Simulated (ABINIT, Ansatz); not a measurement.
## CsCaF3 (Pm-3m): bands and cutoff in G0W0 with ABINIT

Wanted: a converged G0W0 gap of CsCaF3 (Pm-3m), or an estimate of the limit.

Program: ABINIT 10.8.3. Level of theory: LDA and many-body steps on it, plane waves. Results are calculated unless marked as measured.

### 1. The starting structure

It takes space group Pm-3m (No. 221, cubic). The conventional cell has a = 4.521 Å, b = 4.521 Å, c = 4.521 Å, α = 90.00°, β = 90.00°, γ = 90.00°. Cs has 12 F at 3.20 Å nearest. Nearest to Ca lie 6 F at 2.26 Å. Nearest to F lie 2 Ca at 2.26 Å and 4 Cs at 3.20 Å. Farther neighbours and most contacts between anions are not listed.

The cell and positions are those that the Materials Project relaxed with its own functionals (PBE, PBE+U or r2SCAN), kept fixed. Spin-orbit coupling is left out unless a step names it.

### 2. Empty states on the mesh, 2×2×2 mesh, 186 bands

This step: ABINIT 10.8.3; DFT, LDA, plane waves, norm-conserving pseudopotentials.

The sums over transitions need many empty states on a uniform mesh; this step solves for them.

File run.abi:

```
acell 3*1.0 Angstrom
rprim 
  4.520531030000 0.000000000000 0.000000000000
  0.000000000000 4.520531030000 0.000000000000
  0.000000000000 0.000000000000 4.520531030000
ntypat 3
znucl 55 20 9
natom 5
typat 1 2 3 3 3
xred 
  0.000000000000 0.000000000000 0.000000000000
  0.500000000000 0.500000000000 0.500000000000
  0.000000000000 0.500000000000 0.500000000000
  0.500000000000 0.000000000000 0.500000000000
  0.500000000000 0.500000000000 0.000000000000
pp_dirpath "pseudos"
pseudos "Cs.upf, Ca.upf, F.upf"
ecut 36
ngkpt 2 2 2
nshiftk 1
shiftk 0 0 0
kptopt 1
chksymbreak 0
iscf -2
irdden 1
istwfk *1
nband 186
nbdbuf 16
tolwfr 1e-09
nstep 60
prtvol 0
indata_prefix "in"
outdata_prefix "out"
tmpdata_prefix "tmp"
```

Launch:

```console
> OMP_NUM_THREADS=1 mpirun -n 4 abinit run.abi > log
```

Numbers of over 12 decimals in the logs are rounded to 6 here.

Output:

```text
.Version 10.8.3 of ABINIT. v10.8.2 released Aug 2026.

 Symmetries : space group Pm -3 m (#221); Bravais cP (primitive cubic)
[... echo of the input left out ...]
== DATASET  1 ==================================================================
-   mpi_nproc: 4, omp_nthreads: 1 (-1 if OMP is not activated)

--- !DatasetInfo
iteration_state: {dtset: 1, }
dimensions: {natom: 5, nkpt: 4, mband: 186, nsppol: 1, nspinor: 1, nspden: 1, mpw: 6488, }
cutoff_energies: {ecut:  36.0, pawecutdg:  -1.0, }
[...]
2.72745    2.72825    2.72825    2.72825    2.73896    2.73896    2.73896    2.77099
   2.77099    2.77099    2.79465    2.79465    2.79466    2.82647    2.82686    2.86392
   2.86508    2.86565
 prteigrs : prtvol=0 or 1, do not print more k-points.

== END DATASET(S) ==============================================================
================================================================================

 -outvars: echo values of variables after computation  --------
            nband         186
             nkpt           4
          spgroup         221
 [... the other variables as echoed above ...]

 Calculation completed.
```

It took 57 s on 4 MPI ranks of Arm Neoverse V1, shared host; peak memory 0.43 GiB.

Numbers from this step:

```
gap                                                           : 6.840 eV
k of the valence top                                          : 0.5, 0.5, 0.5
k of the conduction bottom                                    : 0, 0, 0
least direct gap                                              : 6.864 eV
k points computed                                             : 4
lowest point of the top converged band, above the valence top : 74.0585 eV
```

On this mesh the gap is 6.840 eV.

The density comes from a self-consistent run that is not shown.

### 3. Screening, 2×2×2 mesh, 38 bands, screening to 62.6 eV

The RPA dielectric matrix is built and inverted for each q.

This step: RPA screening on LDA, plane waves, norm-conserving pseudopotentials.

Edit run.abi of step 2 so:

```diff
@@ -23,10 +23,11 @@
 chksymbreak 0
-iscf -2
-irdden 1
 istwfk *1
-nband 186
-nbdbuf 16
-tolwfr 1e-09
-nstep 60
-prtvol 0
+occopt 1
+irdwfk 1
+optdriver 3
+nband 38
+ecuteps 2.3
+inclvkb 2
+awtr 1
+symchi 1
 indata_prefix "in"
```

Output:

```text
.Version 10.8.3 of ABINIT. v10.8.2 released Aug 2026.

 Symmetries : space group Pm -3 m (#221); Bravais cP (primitive cubic)
[... echo of the input left out ...]
== DATASET  1 ==================================================================
-   mpi_nproc: 4, omp_nthreads: 1 (-1 if OMP is not activated)

--- !DatasetInfo
iteration_state: {dtset: 1, }
dimensions: {natom: 5, nkpt: 4, mband: 38, nsppol: 1, nspinor: 1, nspden: 1, mpw: 6488, }
cutoff_energies: {ecut:  36.0, pawecutdg:  -1.0, }
electrons: {nelect:   4.00000000E+01, charge:   0.00000000E+00, occopt:   1.00000000E+00, tsmear:   1.00000000E-02, }

 SCREENING: Calculation of the susceptibility and dielectric matrices

 Based on a program developped by R.W. Godby, V. Olevano, G. Onida, and L. Reining.
 Incorporated in ABINIT by V. Olevano, G.-M. Rignanese, and M. Torrent.
.Using double precision arithmetic ; gwpc =  8

[... cell and pseudopotentials left out ...]
--------------------------------------------------------------------------------

 ==== K-mesh for the wavefunctions ====
 Number of points in the irreducible wedge :     4
[... list of points left out ...]
 Together with 48 symmetry operations and time-reversal symmetry
 yields     8 points in the full Brillouin Zone.

 ==== Q-mesh for the screening function ====
 Number of points in the irreducible wedge :     4
[... list of points left out ...]
 Together with 48 symmetry operations and time-reversal symmetry
 yields     8 points in the full Brillouin Zone.

 setmesh: FFT mesh size selected  =    30x   30x   30
          total number of points  =        27000

 vcoul_init : cutoff-mode = AUXILIARY_FUNCTION
 q-points for optical limit:   1
     1)      0.000010    0.000020    0.000030

- screening: taking advantage of time-reversal symmetry
- Maximum band index for partially occupied states nbvw = 20
- Remaining bands to be divided among processors   nbcw = 18
- Number of bands treated by each node ~4

 Number of electrons calculated from density =   40.0000; Expected =   40.0000
 average of density, n =  0.064165
 r_s =    1.5495
 omega_plasma =   24.4345 [eV]

 calculating chi0 at frequencies [eV] :
  1    0.000000E+00    0.000000E+00
  2    0.000000E+00    2.443448E+01

--------------------------------------------------------------------------------
  q-point number  1        q = ( 0.000000, 0.000000, 0.000000) [r.l.u.]
--------------------------------------------------------------------------------
[... chi0 elements left out ...]
 For q-point:  0.000010 0.000020 0.000030
  dielectric constant =   2.2630
  dielectric constant without local fields =   2.4615

  Average fulfillment of the sum rule on Im[epsilon] for q-point    1 :     19.71  [%]
[... wings left out ...]
  q-point number  2        q = ( 0.500000, 0.000000, 0.000000) [r.l.u.]
--------------------------------------------------------------------------------
[... chi0 elements left out ...]
  Average fulfillment of the sum rule on Im[epsilon] for q-point    2 :     28.97  [%]

 [... 2 further q-points ...]
```

Elapsed: 6.5 s, on 4 MPI ranks; peak memory 0.6 GiB; 26 s of CPU time.

Numbers from this step:

```yaml
eps_infinity_with_local_fields_on_this_mesh_along_the_program_s_q_direction: 2.263
the_same_without_local_fields: 2.462
plasma_frequency: 24.43 eV
plane_waves_in_the_screening_matrix: 93
```

Local fields lower ε∞ by 8 %. On a Γ-centred mesh this coarse the value itself is usually too large, while a short band sum pulls it down.

### 4. 38 bands, 62.6 eV

The self-energy is evaluated for the states that the input lists, and the levels follow from it, in one-shot runs by the linearised quasiparticle equation.

This step: G0W0 on LDA, plane waves, norm-conserving pseudopotentials.

Edit run.abi of step 3 so:

```diff
@@ -26,8 +26,17 @@
 irdwfk 1
-optdriver 3
+optdriver 4
 nband 38
+gwcalctyp 0
+ecutsigx 36
+symsigma 1
+nkptgw 2
+kptgw 
+  0.5000000000 0.5000000000 0.5000000000
+  0.0000000000 0.0000000000 0.0000000000
+bdgw 
+  18 23
+  18 23
 ecuteps 2.3
-inclvkb 2
-awtr 1
-symchi 1
+irdscr 1
+ppmodel 1
 indata_prefix "in"
```

Output:

```text
.Version 10.8.3 of ABINIT. v10.8.2 released Aug 2026.

 Symmetries : space group Pm -3 m (#221); Bravais cP (primitive cubic)
[... echo of the input left out ...]
== DATASET  1 ==================================================================
-   mpi_nproc: 4, omp_nthreads: 1 (-1 if OMP is not activated)

--- !DatasetInfo
iteration_state: {dtset: 1, }
dimensions: {natom: 5, nkpt: 4, mband: 38, nsppol: 1, nspinor: 1, nspden: 1, mpw: 6488, }
cutoff_energies: {ecut:  36.0, pawecutdg:  -1.0, }
electrons: {nelect:   4.00000000E+01, charge:   0.00000000E+00, occopt:   1.00000000E+00, tsmear:   1.00000000E-02, }

 SIGMA: Calculation of the GW corrections

 Based on a program developped by R.W. Godby, V. Olevano, G. Onida, and L. Reining.
 Incorporated in ABINIT by V. Olevano, G.-M. Rignanese, and M. Torrent.
.Using double precision arithmetic ; gwpc =  8

[... cell and pseudopotentials left out ...]
--------------------------------------------------------------------------------

 ==== K-mesh for the wavefunctions ====
 Number of points in the irreducible wedge :     4
[... list of points left out ...]
 Together with 48 symmetry operations and time-reversal symmetry
 yields     8 points in the full Brillouin Zone.

 ==== Q-mesh for screening function ====
 Number of points in the irreducible wedge :     4
[... list of points left out ...]
 Together with 48 symmetry operations and time-reversal symmetry
 yields     8 points in the full Brillouin Zone.

 vcoul_init : cutoff-mode = AUXILIARY_FUNCTION
 q-points for optical limit:   1
     1)      0.000010    0.000020    0.000030
 setmesh: FFT mesh size selected  =    48x   48x   48
          total number of points  =       110592

 Number of electrons calculated from density =   40.0000; Expected =   40.0000
 average of density, n =  0.064165
 r_s =    1.5495
 omega_plasma =   24.4345 [eV]

 === KS Band Gaps ===
  >>>> For spin  1
   Minimum direct gap =   6.8644 [eV], located at k-point      :   0.0000  0.0000  0.0000
   Fundamental gap    =   6.8403 [eV], Top of valence bands at :   0.5000  0.5000  0.5000
                                       Bottom of conduction at :   0.0000  0.0000  0.0000
 SIGMA fundamental parameters:
 PLASMON POLE MODEL  1
 number of plane-waves for SigmaX                 6451
 number of plane-waves for SigmaC and W             93
 number of plane-waves for wavefunctions          6451
 number of bands                                    38
 number of independent spin polarizations            1
 number of spinorial components                      1
 number of k-points in IBZ                           4
 number of q-points in IBZ                           4
 number of symmetry operations                      48
 number of k-points in BZ                            8
 number of q-points in BZ                            8
 number of frequencies for dSigma/dE                 9
 frequency step for dSigma/dE [eV]                0.25
 number of omega for Sigma on real axis              0
 max omega for Sigma on real axis  [eV]           0.00
 zcut for avoiding poles [eV]                     0.10

 EPSILON^-1 parameters (SCR file):
 dimension of the eps^-1 matrix on file             93
 dimension of the eps^-1 matrix used                93
 number of plane-waves for wavefunctions          6451
 number of bands                                    38
 number of q-points in IBZ                           4
 number of frequencies                               2
 number of real frequencies                          1
 number of imag frequencies                          1

 matrix elements of self-energy operator (all in [eV])

 Perturbative Calculation

--- !SelfEnergy_ee
iteration_state: {dtset: 1, }
kpoint     : [   0.500,    0.500,    0.500, ]
spin       : 1
KS_gap     :    8.824
QP_gap     :   13.663
Delta_QP_KS:    4.839
data: !SigmaeeData |
     Band     E0 <VxcDFT>   SigX SigC(E0)      Z dSigC/dE  Sig(E)    E-E0       E
       18   0.152 -21.956 -29.477   4.834   0.791  -0.265 -24.080  -2.124  -1.972
       19   0.152 -21.956 -29.477   4.834   0.791  -0.265 -24.080  -2.124  -1.972
       20   0.152 -21.956 -29.477   4.834   0.791  -0.265 -24.080  -2.124  -1.972
       21   8.976  -9.539  -4.486  -2.011   0.892  -0.121  -6.824   2.715  11.691
       22   8.976  -9.539  -4.486  -2.011   0.892  -0.121  -6.824   2.715  11.691
       23   8.976  -9.539  -4.486  -2.011   0.892  -0.121  -6.824   2.715  11.691

--- !SelfEnergy_ee
iteration_state: {dtset: 1, }
kpoint     : [   0.000,    0.000,    0.000, ]
spin       : 1
KS_gap     :    6.864
QP_gap     :   11.423
Delta_QP_KS:    4.558
data: !SigmaeeData |
     Band     E0 <VxcDFT>   SigX SigC(E0)      Z dSigC/dE  Sig(E)    E-E0       E
[...]
21   6.993  -9.484  -4.516  -2.180   0.893  -0.119  -6.993   2.491   9.484
       22   8.181  -8.906  -3.995  -2.018   0.892  -0.121  -6.325   2.581  10.762
       23   8.181  -8.906  -3.995  -2.018   0.892  -0.121  -6.325   2.581  10.762

== END DATASET(S) ==============================================================
================================================================================

 -outvars: echo values of variables after computation  --------
           etotal      0.0000000000E+00
            nband          38
             nkpt           4
          spgroup         221
 [... the other variables as echoed above ...]

 Calculation completed.
```

It took 4.7 s on 4 MPI ranks; peak memory 0.21 GiB.

Numbers from this step:

| Quantity | Value |
| --- | --- |
| G0W0 gap on the points computed | 11.42 eV |
| starting gap on the mesh | 6.840 eV |
| k of the valence top | 0, 0, 0 |
| k of the conduction bottom | 0, 0, 0 |
| Z at the valence top | 0.796 |
| Z at the conduction bottom | 0.893 |
| least direct G0W0 gap on the computed points | 11.42 eV |

The gap on the mesh goes from 6.84 eV to 11.42 eV, a correction of +4.58 eV.

### 5. Screening, 2×2×2 mesh, 81 bands, screening to 114.3 eV

This step: RPA screening on LDA, plane waves, norm-conserving pseudopotentials.

Edit run.abi of step 4 so:

```diff
@@ -26,17 +26,8 @@
 irdwfk 1
-optdriver 4
-nband 38
-gwcalctyp 0
-ecutsigx 36
-symsigma 1
-nkptgw 2
-kptgw 
-  0.5000000000 0.5000000000 0.5000000000
-  0.0000000000 0.0000000000 0.0000000000
-bdgw 
-  18 23
-  18 23
-ecuteps 2.3
-irdscr 1
-ppmodel 1
+optdriver 3
+nband 81
+ecuteps 4.2
+inclvkb 2
+awtr 1
+symchi 1
 indata_prefix "in"
```

Output:

```text
.Version 10.8.3 of ABINIT. v10.8.2 released Aug 2026.

 Symmetries : space group Pm -3 m (#221); Bravais cP (primitive cubic)
[... echo of the input left out ...]
== DATASET  1 ==================================================================
-   mpi_nproc: 4, omp_nthreads: 1 (-1 if OMP is not activated)

--- !DatasetInfo
iteration_state: {dtset: 1, }
dimensions: {natom: 5, nkpt: 4, mband: 81, nsppol: 1, nspinor: 1, nspden: 1, mpw: 6488, }
cutoff_energies: {ecut:  36.0, pawecutdg:  -1.0, }
electrons: {nelect:   4.00000000E+01, charge:   0.00000000E+00, occopt:   1.00000000E+00, tsmear:   1.00000000E-02, }

 SCREENING: Calculation of the susceptibility and dielectric matrices

 Based on a program developped by R.W. Godby, V. Olevano, G. Onida, and L. Reining.
 Incorporated in ABINIT by V. Olevano, G.-M. Rignanese, and M. Torrent.
.Using double precision arithmetic ; gwpc =  8

[... cell and pseudopotentials left out ...]
--------------------------------------------------------------------------------

 ==== K-mesh for the wavefunctions ====
 Number of points in the irreducible wedge :     4
[... list of points left out ...]
 Together with 48 symmetry operations and time-reversal symmetry
 yields     8 points in the full Brillouin Zone.

 ==== Q-mesh for the screening function ====
 Number of points in the irreducible wedge :     4
[... list of points left out ...]
 Together with 48 symmetry operations and time-reversal symmetry
 yields     8 points in the full Brillouin Zone.

 setmesh: FFT mesh size selected  =    32x   32x   32
          total number of points  =        32768

 vcoul_init : cutoff-mode = AUXILIARY_FUNCTION
 q-points for optical limit:   1
     1)      0.000010    0.000020    0.000030

- screening: taking advantage of time-reversal symmetry
- Maximum band index for partially occupied states nbvw = 20
- Remaining bands to be divided among processors   nbcw = 61
- Number of bands treated by each node ~15

 Number of electrons calculated from density =   40.0000; Expected =   40.0000
 average of density, n =  0.064165
 r_s =    1.5495
 omega_plasma =   24.4345 [eV]

 calculating chi0 at frequencies [eV] :
  1    0.000000E+00    0.000000E+00
  2    0.000000E+00    2.443448E+01

--------------------------------------------------------------------------------
  q-point number  1        q = ( 0.000000, 0.000000, 0.000000) [r.l.u.]
--------------------------------------------------------------------------------
[... chi0 elements left out ...]
 For q-point:  0.000010 0.000020 0.000030
  dielectric constant =   2.3854
  dielectric constant without local fields =   2.6395

  Average fulfillment of the sum rule on Im[epsilon] for q-point    1 :     41.24  [%]
[... wings left out ...]
  q-point number  2        q = ( 0.500000, 0.000000, 0.000000) [r.l.u.]
--------------------------------------------------------------------------------
[... chi0 elements left out ...]
  Average fulfillment of the sum rule on Im[epsilon] for q-point    2 :     49.79  [%]

 [... 2 further q-points ...]
```

Run time: 13 s. Hardware: 4 MPI ranks; peak memory 0.92 GiB.

Numbers from this step:

```yaml
eps_infinity_with_local_fields_on_this_mesh_along_the_program_s_q_direction: 2.385
the_same_without_local_fields: 2.639
plasma_frequency: 24.43 eV
plane_waves_in_the_screening_matrix: 251
```

[end of part 1 of 2]

[Paths, hosts, dates, memory and timing lines, banners, echoed tables and standing remarks are left out of the program output.]

[Logs are printed without paths, hosts, clocks, repeated set-up lines and the standing remarks that a program may print on its own settings, such as how far it seeks lower states.]

[Runs of the session that timed out or met a known fault of the program may be left out.]

[Hosts, paths, dates, database ids (printed as entryN), source tags and the programs' standing remarks are cut or masked in the printed files.]

[G0W0 gaps are taken among the corrected bands and points alone; a level outside them can change the order at an edge.]

[Where Ansatz stands beside ABINIT at settings called matched, ABINIT's density can come from a denser mesh and the files from another edition; pairs whose starting gaps differed by over 0.03 eV were left out, so agreement reads better than it is.]
